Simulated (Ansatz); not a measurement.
# Preparing In6WO12 (R-3) as a host crystal

Before any defect goes in: In6WO12 (R-3) at rest, and how it screens a charge.

Program: Ansatz 0.2.0. Level of theory: plane-wave PAW DFT, PBEsol; relaxation of the host's cell and atoms, in the first sound run; inputs show where later runs differ. Results are calculated unless marked as measured.

Report form: the programs' logs are mostly left out.

## Step 1: Set-up

Symmetry: R-3, No. 148, trigonal system. The conventional cell has a = 9.535 Å, b = 9.535 Å, c = 8.969 Å, α = 90.00°, β = 90.00°, γ = 120.00°. Nearest to In lie 6 O at 2.08 to 2.29 Å. Nearest to W lie 6 O at 1.93 Å. Nearest to O lie 4 In at 2.08 to 2.26 Å. Nearest to O lie 1 W at 1.93 Å and 2 In at 2.22 to 2.29 Å. Farther neighbours and most contacts between anions are not listed.

## Step 2: Host cell relaxation

Lattice and positions are set free, within the symmetry that the program keeps.

Input file cell/input.yaml:

```yaml
crystal:
  lattice:
    - [4.7674741, 2.7525024, 2.9897983]
    - [-4.7674741, 2.7525024, 2.9897983]
    - [0.0, -5.5050049, 2.9897983]
  atoms:
    - { symbol: In, position: [0.13964527, 0.32280108, 0.60476946] }
    - { symbol: In, position: [0.32280108, 0.60476946, 0.13964527] }
    - { symbol: In, position: [0.60476946, 0.13964527, 0.32280108] }
    - { symbol: In, position: [0.86035473, 0.67719892, 0.39523054] }
    - { symbol: In, position: [0.67719892, 0.39523054, 0.86035473] }
    - { symbol: In, position: [0.39523054, 0.86035473, 0.67719892] }
    - { symbol: W, position: [1.0, 0.0, 0.0] }
    - { symbol: O, position: [0.40612824, 0.58654081, 0.82423636] }
    - { symbol: O, position: [0.58654081, 0.82423636, 0.40612824] }
    - { symbol: O, position: [0.82423636, 0.40612824, 0.58654081] }
    - { symbol: O, position: [0.59387176, 0.41345919, 0.17576364] }
    - { symbol: O, position: [0.41345919, 0.17576364, 0.59387176] }
    - { symbol: O, position: [0.17576364, 0.59387176, 0.41345919] }
    - { symbol: O, position: [0.95843694, 0.10259166, 0.29546634] }
    - { symbol: O, position: [0.70453366, 0.04156306, 0.89740834] }
    - { symbol: O, position: [0.89740834, 0.70453366, 0.04156306] }
    - { symbol: O, position: [0.04156306, 0.89740834, 0.70453366] }
    - { symbol: O, position: [0.29546634, 0.95843694, 0.10259166] }
    - { symbol: O, position: [0.10259166, 0.29546634, 0.95843694] }
basis:
  ecutwfc: 420
  xc_grid: 2
hamiltonian:
  xc: pbesol
kpoints:
  mp_grid: { grid: [5, 5, 5] }
scf:
  occupations: { method: fixed }
  max_iter: 100
relax:
  f_tol: 0.005
  max_steps: 60
  cell: {}
output:
  forces: true
  stress: true
checkpoint:
  write: "../cell.run"
  compress: false
  write_wavefunctions: false
  write_every: 100000
```

Command:

```bash
> ansatz run input.yaml --threads 4 --pin off --max-ram 7536MiB --backend cpu --events-out ev --progress --plain --runs-dir out
```

Elapsed: 46 s, on 4 threads of Arm Neoverse V1, shared host; peak memory 1.1 GiB.

Relaxation path:

```
step  energy less that of the first step (eV)  largest force component (eV/Å)  pressure (GPa)  volume (Å³)
   1                                   0.0000                          0.0923           -1.11       235.40
   2                                  -0.0129                          0.0215            0.19       233.87
   3                                  -0.0124                          0.0085            0.02       234.10
   4                                  -0.0123                          0.0049            0.00       234.14
  5*                                  -0.0068                          0.0048           -0.04       234.14
```

Relaxation steps marked * repeat the geometry before them on a plane-wave basis chosen anew for their cell, so energy and pressure can jump there.

Forces are held to the 6 operations that the run works with; a distortion that breaks them can't arise in this run.

```
conventional cell, symmetrised  before  after  change
                         a (Å)   9.535  9.520  -0.2 %
                         b (Å)   9.535  9.520  -0.2 %
                         c (Å)   8.969  8.949  -0.2 %
              volume (Å³/atom)   12.39  12.32  -0.5 %
```

This step gave:

- pressure: -0.03699 GPa

The relaxation ends with a largest force component of 0.0048 eV/Å and a pressure of -0.04 GPa.

## Step 3: Dielectric tensors of the host

The response to a uniform electric field gives the electronic dielectric tensor.

This step: plane-wave PAW DFPT, PBEsol; dielectric tensors, Born charges and zone-centre modes of the host (Ansatz 0.2.0).

Input file eps/input.yaml:

```yaml
crystal:
  lattice:
    - [4.7599382575, 2.7481516177, 2.9831387384]
    - [-4.7599382575, 2.7481516177, 2.9831387384]
    - [0.0, -5.4963032852, 2.9831386924]
  atoms:
    - { symbol: In, position: [0.1395378404, 0.3224005758, 0.6054555834] }
    - { symbol: In, position: [0.3224005758, 0.6054555834, 0.1395378404] }
    - { symbol: In, position: [0.6054555834, 0.1395378404, 0.3224005758] }
    - { symbol: In, position: [0.8604621596, 0.6775994242, 0.3945444166] }
    - { symbol: In, position: [0.6775994242, 0.3945444166, 0.8604621596] }
    - { symbol: In, position: [0.3945444166, 0.8604621596, 0.6775994242] }
    - { symbol: W, position: [1.0, 0.0, 0.0] }
    - { symbol: O, position: [0.4058179593, 0.5857759008, 0.8239748186] }
    - { symbol: O, position: [0.5857759008, 0.8239748186, 0.4058179593] }
    - { symbol: O, position: [0.8239748186, 0.4058179593, 0.5857759008] }
    - { symbol: O, position: [0.5941820407, 0.4142240992, 0.1760251814] }
    - { symbol: O, position: [0.4142240992, 0.1760251814, 0.5941820407] }
    - { symbol: O, position: [0.1760251814, 0.5941820407, 0.4142240992] }
    - { symbol: O, position: [0.9589437751, 0.1025814011, 0.2953603308] }
    - { symbol: O, position: [0.7046396692, 0.0410562249, 0.8974185989] }
    - { symbol: O, position: [0.8974185989, 0.7046396692, 0.0410562249] }
    - { symbol: O, position: [0.0410562249, 0.8974185989, 0.7046396692] }
    - { symbol: O, position: [0.2953603308, 0.9589437751, 0.1025814011] }
    - { symbol: O, position: [0.1025814011, 0.2953603308, 0.9589437751] }
basis:
  ecutwfc: 420
hamiltonian:
  xc: pbesol
kpoints:
  mp_grid: { grid: [4, 4, 4] }
scf:
  occupations: { method: fixed }
  max_iter: 100
phonons:
  method: dfpt
  dielectric: true
  rigid_motions: translations
```

Elapsed: 25 min, on 4 threads; peak memory 4.7 GiB.

Electronic dielectric tensor:

```
5.58 0.00 0.00
0.00 5.58 0.00
0.00 0.00 5.24
```

Static dielectric tensor:

```
50.41  0.00  0.00
 0.00 50.41  0.00
 0.00  0.00 19.21
```

The principal values of the electronic dielectric tensor are 5.24, 5.58 and 5.58. The principal values of the static dielectric tensor are 19.21, 50.41 and 50.41.

## Step 4: Primitive cell on a dense mesh

A dense mesh gives the host's converged energy, against which the supercell's sampling is tested.

This step: plane-wave PAW DFT, PBEsol; single point of the host's primitive cell on a dense mesh (Ansatz 0.2.0).

dense/input.yaml, as its differences from eps/input.yaml of step 3:

```diff
@@ -27,2 +27,3 @@
   ecutwfc: 420
+  xc_grid: 2
 hamiltonian:
@@ -30,9 +31,5 @@
 kpoints:
-  mp_grid: { grid: [4, 4, 4] }
+  mp_grid: { grid: [5, 5, 5] }
 scf:
-  occupations: { method: fixed }
-  max_iter: 100
-phonons:
-  method: dfpt
-  dielectric: true
-  rigid_motions: translations
+  occupations: { method: fermi_dirac, width: 0.01 }
+  max_iter: 80
```

It took 8.8 s on 4 threads; peak memory 1 GiB.

## Step 5: Self-consistent run

This step: plane-wave PAW DFT, PBEsol; single point of the defect-free supercell, a test of its k-points (Ansatz 0.2.0).

System of this step: In6WO12 (R-3). The cell holds 57 atoms: 18 In, 3 W and 36 O. Its edges and angles: a = 9.520 Å, b = 9.520 Å, c = 8.949 Å, α = 90.0°, β = 90.0°, γ = 120.0°.

Input file pristine.sampling/input.yaml:

```yaml
crystal:
  lattice:
    - [9.519876515, 0.0, 0.0]
    - [-4.7599382575, 8.2444549029, 4.6e-08]
    - [0.0, -4.99e-08, 8.9494161692]
  atoms:
    - { symbol: In, position: [0.1170731738, 0.4170090831, 0.0224646665] }
    - { symbol: In, position: [0.4504065071, 0.0836757498, 0.6891313332] }
    - { symbol: In, position: [0.7837398405, 0.7503424164, 0.3557979998] }
    - { symbol: In, position: [0.2999359093, 0.8829268262, 0.0224646665] }
    - { symbol: In, position: [0.6332692426, 0.5495934929, 0.6891313332] }
    - { symbol: In, position: [0.966602576, 0.2162601595, 0.3557979998] }
    - { symbol: In, position: [0.2496575836, 0.033397424, 0.3557979998] }
    - { symbol: In, position: [0.5829909169, 0.7000640907, 0.0224646665] }
    - { symbol: In, position: [0.9163242502, 0.3667307574, 0.6891313332] }
    - { symbol: In, position: [0.2162601595, 0.2496575836, 0.6442020002] }
    - { symbol: In, position: [0.5495934929, 0.9163242502, 0.3108686668] }
    - { symbol: In, position: [0.8829268262, 0.5829909169, 0.9775353335] }
    - { symbol: In, position: [0.033397424, 0.7837398405, 0.6442020002] }
    - { symbol: In, position: [0.3667307574, 0.4504065071, 0.3108686668] }
    - { symbol: In, position: [0.7000640907, 0.1170731738, 0.9775353335] }
    - { symbol: In, position: [0.0836757498, 0.6332692426, 0.3108686668] }
    - { symbol: In, position: [0.4170090831, 0.2999359093, 0.9775353335] }
    - { symbol: In, position: [0.7503424164, 0.966602576, 0.6442020002] }
    - { symbol: W, position: [0.0, 0.0, 0.0] }
    - { symbol: W, position: [0.3333333333, 0.6666666667, 0.6666666667] }
    - { symbol: W, position: [0.6666666667, 0.3333333333, 0.3333333333] }
    - { symbol: O, position: [0.1339617331, 0.4478814076, 0.2718562262] }
    - { symbol: O, position: [0.4672950664, 0.1145480743, 0.9385228929] }
    - { symbol: O, position: [0.8006283997, 0.781214741, 0.6051895596] }
    - { symbol: O, position: [0.3139196746, 0.8660382669, 0.2718562262] }
    - { symbol: O, position: [0.6472530079, 0.5327049336, 0.9385228929] }
    - { symbol: O, position: [0.9805863412, 0.1993716003, 0.6051895596] }
    - { symbol: O, position: [0.218785259, 0.0194136588, 0.6051895596] }
    - { symbol: O, position: [0.5521185924, 0.6860803254, 0.2718562262] }
    - { symbol: O, position: [0.8854519257, 0.3527469921, 0.9385228929] }
    - { symbol: O, position: [0.1993716003, 0.218785259, 0.3948104404] }
    - { symbol: O, position: [0.5327049336, 0.8854519257, 0.0614771071] }
    - { symbol: O, position: [0.8660382669, 0.5521185924, 0.7281437738] }
    - { symbol: O, position: [0.0194136588, 0.8006283997, 0.3948104404] }
    - { symbol: O, position: [0.3527469921, 0.4672950664, 0.0614771071] }
    - { symbol: O, position: [0.6860803254, 0.1339617331, 0.7281437738] }
    - { symbol: O, position: [0.1145480743, 0.6472530079, 0.0614771071] }
    - { symbol: O, position: [0.4478814076, 0.3139196746, 0.7281437738] }
    - { symbol: O, position: [0.781214741, 0.9805863412, 0.3948104404] }
    - { symbol: O, position: [0.1733152728, 0.4902681715, 0.7856285023] }
    - { symbol: O, position: [0.5066486061, 0.1569348382, 0.452295169] }
    - { symbol: O, position: [0.8399819394, 0.8236015049, 0.1189618357] }
    - { symbol: O, position: [0.1569348382, 0.6502862321, 0.547704831] }
    - { symbol: O, position: [0.4902681715, 0.3169528988, 0.2143714977] }
    - { symbol: O, position: [0.8236015049, 0.9836195654, 0.8810381643] }
    - { symbol: O, position: [0.0163804346, 0.8399819394, 0.8810381643] }
    - { symbol: O, position: [0.3497137679, 0.5066486061, 0.547704831] }
    - { symbol: O, position: [0.6830471012, 0.1733152728, 0.2143714977] }
    - { symbol: O, position: [0.1600180606, 0.1763984951, 0.8810381643] }
    - { symbol: O, position: [0.4933513939, 0.8430651618, 0.547704831] }
    - { symbol: O, position: [0.8266847272, 0.5097318285, 0.2143714977] }
    - { symbol: O, position: [0.1763984951, 0.0163804346, 0.1189618357] }
    - { symbol: O, position: [0.5097318285, 0.6830471012, 0.7856285023] }
    - { symbol: O, position: [0.8430651618, 0.3497137679, 0.452295169] }
    - { symbol: O, position: [0.3169528988, 0.8266847272, 0.7856285023] }
    - { symbol: O, position: [0.6502862321, 0.4933513939, 0.452295169] }
    - { symbol: O, position: [0.9836195654, 0.1600180606, 0.1189618357] }
basis:
  ecutwfc: 420
  xc_grid: 2
hamiltonian:
  xc: pbesol
kpoints:
  mp_grid: { grid: [1, 1, 1], shift: [0.25, 0.25, 0.25] }
scf:
  occupations: { method: fermi_dirac, width: 0.01 }
  max_iter: 80
```

Wall time 5.6 s (4 threads); peak memory 1.4 GiB.

This step gave:

| Property | Result |
| --- | --- |
| energy over dense mesh | -1.54e-4 eV/atom |

## Step 6: Defect free supercell relaxed from its symmetric sites

This cell, the one that will hold the defects, is built from the relaxed host. Its coarser k-points can move the atoms a little, so it is relaxed from the symmetric sites, as the reference for the test of stability.

This step: plane-wave PAW DFT, PBEsol; relaxation of the defect-free supercell from its symmetric sites (Ansatz 0.2.0).

pristine.symmetric/input.yaml, as its differences from pristine.sampling/input.yaml of step 5:

```diff
@@ -73 +73,12 @@
   max_iter: 80
+output:
+  forces: true
+relax:
+  f_tol: 0.01
+  max_steps: 60
+  escape_saddle: false
+checkpoint:
+  write: "../pristine.symmetric.run"
+  compress: false
+  write_wavefunctions: false
+  write_every: 100000
```

Run time: 21 s. Hardware: 4 threads; peak memory 1.4 GiB.

Step by step:

```
step  energy less that of the first step (eV)  largest force component (eV/Å)
   1                                   0.0000                          0.0374
   2                                  -0.0024                          0.0216
   3                                  -0.0035                          0.0114
   4                                  -0.0037                          0.0032
```

The run keeps the 6 symmetry operations that it works with, so distortions that break them were not tested.

The atoms that moved most (Å):

```
atom      dx      dy      dz  length
 O52  -0.001  -0.015   0.002   0.016
 O45   0.001   0.015  -0.002   0.016
 O54  -0.001  -0.015   0.002   0.016
 O43   0.001   0.015  -0.002   0.016
 O44   0.001   0.015  -0.002   0.016
 O53  -0.001  -0.015   0.002   0.016
 O57   0.011   0.004   0.002   0.012
 O46  -0.011  -0.004  -0.002   0.012
```

First to last step the energy falls by 0.004 eV; the largest move, 0.016 Å, is that of O52 and 5 other atoms alike.

## Step 7: Defect free supercell relaxed from displaced atoms

This step: plane-wave PAW DFT, PBEsol; relaxation of the defect-free supercell from random displacements, a test of the host's stability (Ansatz 0.2.0).

pristine.rattled/input.yaml, as its differences from pristine.symmetric/input.yaml of step 6:

```diff
@@ -77,6 +77,6 @@
   f_tol: 0.01
-  max_steps: 60
-  escape_saddle: false
+  max_steps: 120
+  random_displacement: { amplitude: 0.08, seed: 7614 }
 checkpoint:
-  write: "../pristine.symmetric.run"
+  write: "../pristine.rattled.run"
   compress: false
```

Run time: 70 s. Hardware: 4 threads; peak memory 1.4 GiB.

The steps of the relaxation:

```
step  energy less that of the first step (eV)  largest force component (eV/Å)
   1                                   0.0000                          2.7282
   2                                  -2.0498                          0.8141
   3                                  -2.5624                          0.0573
   4                                  -2.5648                          0.0254
   5                                  -2.5651                          0.0159
   6                                  -2.5652                          0.0120
   7                                  -2.5653                          0.0054
```

The atoms that moved most (Å, from the sites as typed, ahead of the random displacement, the mean shift of all atoms taken out):

```
atom      dx      dy      dz  length
 O44   0.001   0.015  -0.002   0.015
 O54  -0.001  -0.015   0.002   0.015
 O52  -0.001  -0.015   0.002   0.015
 O43   0.001   0.015  -0.002   0.015
 O45   0.001   0.015  -0.002   0.015
 O53  -0.001  -0.014   0.002   0.015
 O48  -0.011  -0.004  -0.002   0.012
 O57   0.010   0.004   0.002   0.011
```

The relaxation ends 45 meV an atom lower than the displaced start, with a largest force component of 0.0054 eV/Å.

## Step 8: Results

| Property | Result |
| --- | --- |
| primitive cell vectors, lengths | 6.254, 6.254, 6.254 Å |
| electronic dielectric constant | principal values (5.24, 5.58, 5.58) |
| static dielectric constant | principal values (19.21, 50.41, 50.41) |
| gap on the k-mesh of the response run (PBEsol) | 2.03 eV |
| supercell relaxed in its symmetry less the displaced and relaxed one | 0.000 eV |
| energy an atom at one point at (¼, ¼, ¼) less that on the dense mesh | 0.000 eV |

Step 7: The energy fell by 2.565 eV from the randomly displaced start; against the sites as typed, O44 ends farthest off, by 0.02 Å, once the mean shift is taken out. The displaced cell ends within 0.01 eV of the symmetric one relaxed in its symmetry, so no lower structure shows in this supercell. The k-mesh can miss the band edges, so this gap is an upper bound at this level. All at zero temperature.

[Logs are printed without paths, hosts, clocks, repeated set-up lines and the standing remarks that a program may print on its own settings, such as how far it seeks lower states.]

[Hosts, paths, dates, database ids (printed as entryN), source tags and the programs' standing remarks are cut or masked in the printed files.]

[Runs of the host that timed out are not shown.]

[For some hosts the program warned that the k-mesh of the response run may be too coarse for force constants and the static dielectric constant; such warnings are not always shown.]

[The program warned that the k-mesh of a response run behind this text may be too coarse: force constants, and the static dielectric constant and all else formed from them, are not shown converged.]
